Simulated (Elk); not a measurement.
# RbCrBr3: spin-resolved bands and density of states

Wanted: the exchange-split electronic structure of RbCrBr3.

Calculated with Elk 11.2.3 (patched build); PBE with U = 4.40 eV, J = 0.90 eV on Cr d; all-electron APW+lo, Dirac cores, scalar-relativistic bands.

**1. The structure**

It takes space group P4/mmm (No. 123, tetragonal). The conventional cell has a = 4.565 Å, b = 4.565 Å, c = 5.130 Å, α = 90.00°, β = 90.00°, γ = 90.00°. Nearest to Rb lie 12 Br at 3.23 to 3.43 Å. Cr has 6 Br at 2.28 to 2.57 Å nearest. Nearest to Br lie 2 Cr at 2.57 Å and 4 Rb at 3.23 Å. Br has 2 Cr at 2.28 Å and 4 Rb at 3.43 Å nearest. invented: KCrF3 (P4/mmm) with Br for F, Rb for K. Farther neighbours and most contacts between anions are not listed.

The cell is a made-up one and need not be a known phase.

**2. Ground-state run**

Bands and densities of states are read from a converged potential, so the magnetic state comes first.

This is the lowest of the starts that converged (ferro +).

The last three numbers of an atom's line are a seed field in its sphere. It points against the wanted moment and shrinks by the factor reducebf each loop.

elk.in reads:

```
tasks
  0

xctype
  20

rgkmax
  7.0

nempty
  12

swidth
  0.005

reducebf
  0.6

epsengy
  1e-05

maxscl
  100

lmaxi
  2

mixtype
  3

mixsdb
  8

spinpol
  .true.

sppath
  './'

avec
  8.62668290687 0.00000000000 0.00000000000
  0.00000000000 8.62668290687 0.00000000000
  0.00000000000 0.00000000000 9.69516807280

atoms
  3
  'Rb.in'
  1
  0.5000000000 0.5000000000 0.5000000000   0.000000 0.000000 0.000000
  'Cr.in'
  1
  0.0000000000 0.0000000000 0.0000000000   0.000000 0.000000 -0.225000
  'Br.in'
  3
  0.0000000000 0.0000000000 0.5000000000   0.000000 0.000000 0.000000
  0.0000000000 0.5000000000 0.0000000000   0.000000 0.000000 0.000000
  0.5000000000 0.0000000000 0.0000000000   0.000000 0.000000 0.000000

ngridk
  4 4 4

dft+u
  1 1
  2 2 0.161697 0.033074
```

On the command line:

```sh
$ OMP_NUM_THREADS=4 elk
```

Numbers of over 12 decimals in the logs are rounded to 6 here.

Log:

```text
Warning(gndstate): core states of species 3 leak from the muffin-tin :   0.1550193008E-03
Warning(gndstate): forces or DFT+U at lmaxo under 8 : 6
  [figures from our tests cut]: type lmaxo 8 and lmaxapw 10

--- INFO.OUT ---
┌─────────────────────────┐
│ Elk code version 11.2.3 │
└─────────────────────────┘

All units are atomic (Hartree, Bohr, etc.)

┌─────────────────────────────────────────────────┐
│ Ground-state run starting from atomic densities │
└─────────────────────────────────────────────────┘

Lattice vectors :
   8.626682907       0.000000000       0.000000000
   0.000000000       8.626682907       0.000000000
   0.000000000       0.000000000       9.695168073

Species : 1 (Rb)
 parameters loaded from : Rb.in
 name : rubidium
 nuclear charge    :   -37.00000000
 electronic charge :    37.00000000
 atomic mass :    155798.2686
 muffin-tin radius :    2.600000000
 number of radial points in muffin-tin :   1193
 inner part over the whole radius :   0.9947532429E-02
 number on inner part of muffin-tin    :    847
 approximate nuclear radius :   0.7999050501E-04
 number of mesh points to nuclear radius :    413
 atomic positions (lattice), magnetic fields (Cartesian) :
  1 :   0.00000000  0.00000000  0.00000000    0.00000000  0.00000000  0.00000000

Species : 2 (Cr)
 parameters loaded from : Cr.in
 name : chromium
 nuclear charge    :   -24.00000000
 electronic charge :    24.00000000
 atomic mass :    94783.09202
 muffin-tin radius :    2.131670727
 number of radial points in muffin-tin :    993
 inner part over the whole radius :   0.9896835194E-02
 number on inner part of muffin-tin    :    697
 approximate nuclear radius :   0.6987106690E-04
 number of mesh points to nuclear radius :    331
 atomic positions (lattice), magnetic fields (Cartesian) :
  1 :   0.50000000  0.50000000  0.50000000    0.00000000  0.00000000 -0.22500000

Species : 3 (Br)
 parameters loaded from : Br.in
 name : bromine
 nuclear charge    :   -35.00000000
 electronic charge :    35.00000000
 atomic mass :    145656.0816
 muffin-tin radius :    2.131670727
 number of radial points in muffin-tin :    993
 inner part over the whole radius :   0.9964795902E-02
 number on inner part of muffin-tin    :    701
 approximate nuclear radius :   0.7858070945E-04
 number of mesh points to nuclear radius :    346
 atomic positions (lattice), magnetic fields (Cartesian) :
  1 :   0.50000000  0.50000000  0.00000000    0.00000000  0.00000000  0.00000000
  2 :   0.50000000  0.00000000  0.50000000    0.00000000  0.00000000  0.00000000
  3 :   0.00000000  0.50000000  0.50000000    0.00000000  0.00000000  0.00000000

Total number of atoms per unit cell :    5
Total muffin-tin volume :    235.9186057
 ratio of muffin-tin to unit cell volume :   0.3269784877

Spin treatment :
 spin-polarised
 global magnetic field (Cartesian) :    0.000000000       0.000000000       0.000000000
 collinear magnetisation in z-direction

Number of Bravais lattice symmetries :   16
Number of crystal symmetries         :   16
Crystal has inversion symmetry
Real symmetric eigensolver will be used

k-point grid :      4     4     4
k-point offset :    0.000000000       0.000000000       0.000000000
k-point set is reduced with full crystal symmetry group
Total number of k-points :       18

Muffin-tin radius times maximum |G+k| :    7.000000000
 using average radius
Maximum |G+k| for APW functions       :    3.145591574
Maximum (1/2)|G+k|²                   :    4.947373176
Maximum |G| for potential and density :    12.00000000
Constant for pseudocharge density :    8
 order of it for each species :   15  15  15
 order of it for pair densities of each species (exact exchange by exxq0 0: 15) :   13   9   9
Radial integration step length :    1

G-vector grid sizes :     35    35    40
Number of G-vectors :    21049

Maximum angular momentum used for
 APW functions            :    8
 outer part of muffin-tin :    6
 inner part of muffin-tin :    2

Number of empty states         :     60
Total number of valence states :    196
Total number of core states    :     92

Third-order local-orbitals added for an l without core states : T
Total number of local-orbitals :     91

Exchange-correlation functional :     20     0     0
 Perdew-Burke-Ernzerhof, Phys. Rev. Lett. 77, 3865 (1996)
 gradient requirement :    1
 generalised gradient approximation (GGA)

DFT+U calculation
 fully localised limit (FLL)
 see Phys. Rev. B 52, R5467 (1995)
 species : 2 (Cr), l = 2, U =   0.16169700, J =   0.03307400

Smearing type :    3
 Fermi-Dirac
Smearing width :   0.5000000000E-02
Effective electronic temperature (K) :    1578.875124

Mixing type :    3
 Broyden mixing, J. Phys. A: Math. Gen. 17, L317 (1984)

Kohn-Sham potential initialised from atomic data

┌──────────────────────────────┐
│ Self-consistent loop started │
└──────────────────────────────┘

┌─────────────────┐
│ Loop number : 1 │
└─────────────────┘

Energies :
 Fermi                       :     0.187995
 sum of occupied eigenvalues :     -6909.5203191891
 electron kinetic            :      12145.570947646
 core electron kinetic       :      11299.798897953
 Coulomb                     :     -23572.731418261
 Coulomb potential           :     -18485.061185837
 nuclear-nuclear             :     -1483.1073146136
 electron-nuclear            :     -25722.370493157
 Hartree                     :      3632.7463895105
 Madelung                    :     -14330.200825342
 xc potential                :     -569.91972077697
 xc effective B-field        :    -0.125116
 external B-field            :      0.000000
 exchange                    :     -418.57082364656
 correlation                 :     -8.122266
 DFT+U                       :     0.127083
 electron entropic           :    -0.54299934515909E-02
 total energy                :     -11853.731907494
 (external B-field energy excluded from total)

Density of states at Fermi energy :    65.16262879
 (states/Hartree/unit cell)

Estimated indirect band gap :   0.2770695287E-02
 from k-point 18 to k-point 9
Estimated direct band gap   :   0.5397349643E-02
 at k-point 3

Charges :
 core                        :    92.00000000
 valence                     :    74.00000000
 interstitial                :    10.10906430
 muffin-tins (core leakage)
  species : 1 (Rb)
   atom 1                    :    35.41187456     (  0.9330875030E-04)
  species : 2 (Cr)
   atom 1                    :    21.88613731     ( -0.2161567849E-06)
  species : 3 (Br)
   atom 1                    :    32.79646817     (  0.1532943773E-03)
   atom 2                    :    32.89822784     (  0.1545386291E-03)
   atom 3                    :    32.89822784     (  0.1545386291E-03)
 total in muffin-tins        :    155.8909357
 total calculated charge     :    165.9991735
 total charge                :    166.0000000
 error                       :   0.8264918617E-03

Moments :
 interstitial                :   0.4842595776
 muffin-tins
  species : 1 (Rb)
   atom 1                    :   0.7309534790E-02
  species : 2 (Cr)
   atom 1                    :    2.422096444
  species : 3 (Br)
   atom 1                    :   0.2896773815E-01
   atom 2                    :   0.6468049743E-01
   atom 3                    :   0.6468049743E-01
 total in muffin-tins        :    2.587734712
 total moment                :    3.071994290

[... earlier loops left out ...]

┌──────────────────┐
│ Loop number : 22 │
└──────────────────┘

Energies :
 Fermi                       :     0.287310
 sum of occupied eigenvalues :     -6887.4407277575
 electron kinetic            :      12148.998345112
 core electron kinetic       :      11298.286795057
 Coulomb                     :     -23574.397575876
 Coulomb potential           :     -18480.621995771
 nuclear-nuclear             :     -1483.1073146136
 electron-nuclear            :     -25729.991670560
 Hartree                     :      3638.7014092970
 Madelung                    :     -14334.086577991
 xc potential                :     -555.57064445518
 xc effective B-field        :    -0.246432
 external B-field            :      0.000000
 exchange                    :     -418.99349397645
 correlation                 :     -8.113157
 DFT+U                       :     0.185647
 electron entropic           :    -0.99558062871605E-03
 total energy                :     -11852.321230589
 (external B-field energy excluded from total)

Density of states at Fermi energy :    11.32441657
 (states/Hartree/unit cell)

Estimated indirect band gap :   0.1083236384E-01
 from k-point 2 to k-point 3
Estimated direct band gap   :   0.4255395566E-01
 at k-point 8

Charges :
 core                        :    92.00000000
 valence                     :    74.00000000
 interstitial                :    9.728857203
 muffin-tins (core leakage)
  species : 1 (Rb)
   atom 1                    :    35.45533687     (  0.9339431139E-04)
  species : 2 (Cr)
   atom 1                    :    22.31642721     ( -0.2161685337E-06)
  species : 3 (Br)
   atom 1                    :    32.77814892     (  0.1537389543E-03)
   atom 2                    :    32.86061490     (  0.1550193008E-03)
   atom 3                    :    32.86061490     (  0.1550193008E-03)
 total in muffin-tins        :    156.2711428
 total calculated charge     :    165.9992990
 total charge                :    166.0000000
 error                       :   0.7010188364E-03

Moments :
 interstitial                :   0.5125651368
 muffin-tins
  species : 1 (Rb)
   atom 1                    :   0.3997174157E-02
  species : 2 (Cr)
   atom 1                    :    3.418285001
  species : 3 (Br)
   atom 1                    :   0.1289589943E-01
   atom 2                    :   0.2588418990E-01
   atom 3                    :   0.2588418990E-01
 total in muffin-tins        :    3.486946455
 total moment                :    3.999511591

┌──────────────────────────────┐
│ Self-consistent loop stopped │
└──────────────────────────────┘

Warning : core states of species 3 leak from the muffin-tin :   0.1550193008E-03

Warning : forces or DFT+U at lmaxo under 8 : 6

Wrote STATE.OUT
```

The job ended after 3.1 min (4 threads of Arm Neoverse V2, shared host; peak memory 0.47 GiB; 10 min of CPU time).

Spin moment in the muffin-tin sphere by atom:

| atom | spin moment in the muffin-tin sphere (μB) |
| --- | --- |
| Rb1 | 0.00 |
| Cr2 | 3.42 |
| Br3 | 0.01 |
| Br4 | 0.03 |
| Br5 | 0.03 |

Numbers from this step:

```yaml
density_of_states_at_the_fermi_level: 0.4162 states/eV/cell
moment_between_the_spheres: 0.5126 μB
magnetization: 4.000 μB
final_state: ferromagnetic
```

**3. Bands and density of states**

The potential is kept. Point names follow a standard table for this cell's lattice and can differ from other conventions. The density of states is interpolated from the levels on the mesh (so its value at the Fermi level can differ from the smeared one of the ground-state run), and the bands are solved anew along a path of special points.

Edit elk.in of step 2 so:

```diff
@@ -1,3 +1,7 @@
 tasks
-  0
+  10
+  20
+  15
+  33
+  73
 
@@ -51,3 +55,3 @@
   1
-  0.0000000000 0.0000000000 0.0000000000   0.000000 0.000000 -0.225000
+  0.0000000000 0.0000000000 0.0000000000   0.000000 0.000000 -0.000225
   'Br.in'
@@ -64 +68,22 @@
   2 2 0.161697 0.033074
+
+wplot
+  300 60 1
+  -0.35000 0.25000
+
+plot1d
+  7 84
+  0.00000000 0.00000000 0.00000000
+  0.00000000 0.50000000 0.00000000
+  0.50000000 0.50000000 0.00000000
+  0.00000000 0.00000000 0.00000000
+  0.00000000 0.00000000 0.50000000
+  0.00000000 0.50000000 0.50000000
+  0.50000000 0.50000000 0.50000000
+
+plot3d
+  0 0 0
+  1 0 0
+  0 1 0
+  0 0 1
+  23 23 26
```

On the command line:

```sh
$ OMP_NUM_THREADS=4 elk
```

Log:

```text
┌─────────────────────────────────┐
│ Elk code version 11.2.3 started │
└─────────────────────────────────┘

Info(readinput): the functional depends on the density's gradient
 muffin-tin radial points multiplied by    2.00000
 (not where nrmtscf is given)

┌───────────────────┐
│ Current task : 10 │
└───────────────────┘
Info(checkmt): changed muffin-tin radius of species 2 (Cr) from   2.4000 to   2.1317
Info(checkmt): changed muffin-tin radius of species 3 (Br) from   2.4000 to   2.1317

Info(findsymcrys): atomic basis shift (lattice) :
  0.5000000000      0.5000000000      0.5000000000
See GEOMETRY.OUT for new atomic positions

Info(writedos):
 Total density of states written to TDOS.OUT

 Partial density of states written to PDOS_Sss_Aaaaa.OUT
 for all species and atoms

 Spin-quantisation axis :    0.000000000       0.000000000       1.000000000

 Eigenvalues of a random matrix symmetrised with the site
 symmetries in the Yₗₘ basis written to ELMIREP.OUT for all
 species and atoms. Degenerate eigenvalues correspond to
 irreducible representations of each site symmetry group

 Interstitial density of states written to IDOS.OUT

 Fermi energy is at zero in plots

 DOS units are states/Hartree/unit cell

┌───────────────────┐
│ Current task : 20 │
└───────────────────┘

Info(bandstr):
 Band structure plot written to BAND.OUT

 Fermi energy is at zero in plot

 Vertex location lines written to BANDLINES.OUT

┌───────────────────┐
│ Current task : 15 │
└───────────────────┘

Info(writelsj):
 muffin-tin L, S and J expectation values written to LSJ.OUT

┌───────────────────┐
│ Current task : 33 │
└───────────────────┘

Info(rhoplot): 3D density plot written to RHO3D.OUT

┌───────────────────┐
│ Current task : 73 │
└───────────────────┘

Info(vecplot):
 3D magnetisation density written to MAG3D.OUT

┌──────────────────┐
│ Elk code stopped │
└──────────────────┘
```

The job ended after 47 s (4 threads; peak memory 0.68 GiB).

The electronic bands at the labelled points (eV, zero at the Fermi level; # counts the bands kept):

| point | up #11 | up #12 | up #13 | up #14 | down #10 | down #11 | down #12 | down #13 |
| --- | --- | --- | --- | --- | --- | --- | --- | --- |
| Γ | -2.93 | -2.92 | -1.99 | -1.03 | 0.74 | 1.03 | 1.03 | 1.67 |
| 0.54 of the way | -2.35 | -2.13 | -1.88 | -0.24 | 1.20 | 2.04 | 2.19 | 2.39 |
| X | -2.01 | -1.86 | -1.68 | 0.00 | 1.34 | 2.34 | 2.61 | 3.02 |
| 0.46 of the way | -2.13 | -1.73 | -1.71 | 1.45 | 2.28 | 2.57 | 2.97 | 3.55 |
| M | -1.77 | -1.77 | -1.66 | 3.58 | 2.59 | 3.37 | 3.58 | 3.58 |
| halfway | -2.30 | -2.18 | -1.74 | 1.01 | 2.15 | 2.21 | 2.44 | 2.55 |
| Γ | -2.93 | -2.92 | -1.99 | -1.03 | 0.74 | 1.03 | 1.03 | 1.67 |
| halfway | -2.64 | -2.64 | -1.02 | -0.96 | 0.78 | 1.75 | 1.75 | 1.76 |
| Z | -2.33 | -2.33 | -0.99 | -0.55 | 0.84 | 1.82 | 2.53 | 2.53 |
| 0.46 of the way | -2.41 | -2.39 | -0.79 | 0.64 | 1.83 | 2.20 | 2.56 | 2.67 |
| R | -2.08 | -1.83 | -0.77 | 1.86 | 2.33 | 2.61 | 3.02 | 3.58 |
| halfway | -2.12 | -1.78 | 0.68 | 2.16 | 2.87 | 3.10 | 3.66 | 3.68 |
| A | -1.73 | -1.73 | 1.40 | 3.13 | 3.19 | 3.54 | 3.76 | 3.76 |

The density of states has structure finer than the step of the table below, so its rows give means over 1 eV, whole bins alone (the curve runs from -9.52 to 6.75 eV). Peaks (eV: height): up -6.5: 5.15, -3.4: 2.86, -2.4: 4.31, 5.4: 2.75; down -6.2: 3.22, -5.9: 3.46, -3.6: 2.87, -3.2: 3.57; Rb1 p up -6.5: 0.0841, -3.8: 0.0426, -2.4: 0.0176, 5.2: 0.0352; Rb1 p down -6.2: 0.0628, -5.9: 0.0493, -5.6: 0.0724, 5.7: 0.0358; Cr2 d up -6.5: 0.823, -3.5: 0.545, -2.4: 2.50.

Density of states against energy, zero at the Fermi level; means over each step; 7 of 8 lines; values in states/eV/cell:

| energy (eV) | up | down | Rb1 p up | Rb1 p down | Cr2 d up | Cr2 d down | Br3 p up |
| --- | --- | --- | --- | --- | --- | --- | --- |
| -9 | 0.0666 | 0.00111 | 3.3e-5 | 0 | 0.00241 | 9.4e-6 | 0.00318 |
| -8 | 0.705 | 0.346 | 0.00132 | 4.0e-4 | 0.0439 | 0.00687 | 0.0354 |
| -7 | 1.40 | 0.742 | 0.0232 | 0.00466 | 0.146 | 0.0243 | 0.0917 |
| -6 | 2.55 | 2.41 | 0.0417 | 0.0471 | 0.469 | 0.114 | 0.301 |
| -5 | 1.22 | 1.96 | 0.0136 | 0.0313 | 0.258 | 0.0828 | 0.217 |
| -4 | 1.96 | 1.87 | 0.0246 | 0.0204 | 0.187 | 0.0317 | 0.516 |
| -3 | 1.94 | 1.64 | 0.00863 | 0.0110 | 0.559 | 0.0198 | 0.290 |
| -2 | 2.30 | 0.0387 | 0.00735 | 2.7e-5 | 1.37 | 8.8e-5 | 0.0744 |
| -1 | 0.573 | 0 | 2.1e-4 | 0 | 0.410 | 0 | 0.0314 |
| 0 | 0.537 | 0 | 2.9e-4 | 0 | 0.342 | 0 | 0.0419 |
| 1 | 0.506 | 0.119 | 3.8e-4 | 1.7e-5 | 0.299 | 0.0608 | 0.0227 |
| 2 | 0.213 | 1.74 | 1.2e-4 | 0.00173 | 0.117 | 1.02 | 0.00639 |
| 3 | 0.160 | 2.23 | 7.5e-4 | 0.00266 | 0.0251 | 1.40 | 0.00117 |
| 4 | 0.909 | 1.36 | 0.0103 | 0.00800 | 0.0150 | 0.527 | 0.0108 |
| 5 | 2.32 | 1.77 | 0.0306 | 0.0235 | 0.0544 | 0.123 | 0.0437 |
| 6 | 1.86 | 1.98 | 0.0295 | 0.0275 | 0.0657 | 0.234 | 0.0461 |

**4. Outcome**

| Property | Result |
| --- | --- |
| state | ferromagnetic |
| largest moment | 3.42 μB |

**Reading.** Right at the Fermi level (the table gives means over its steps) the density of states is 0.51 states/eV a cell for spin up and 0 for spin down: one channel has a gap there. Within the window shown, the centres of the Cr2 d states of the two spins lie 4.7 eV apart, a rough measure of the splitting of the spins, to which the U adds. The state is the lowest of the starts that converged; no opposed start was among them. These are Kohn–Sham levels without spin–orbit coupling. With a GGA and lmaxo under 10 this build's totals carry angular errors that reach some ten meV an atom in oxides, so smaller differences are in doubt.

[Logs and program files are shortened in this print: banners, set-up blocks, solver, clock and traceback lines can be left out without a mark of their own.]

[Logs are printed without paths, hosts, clocks, repeated set-up lines and the standing remarks that a program may print on its own settings, such as how far it seeks lower states.]

[Hosts, paths, dates, database ids (printed as entryN), source tags and the programs' standing remarks are cut or masked in the printed files.]

[Where a cell is said to come from a database of computed structures, the database is the Materials Project.]
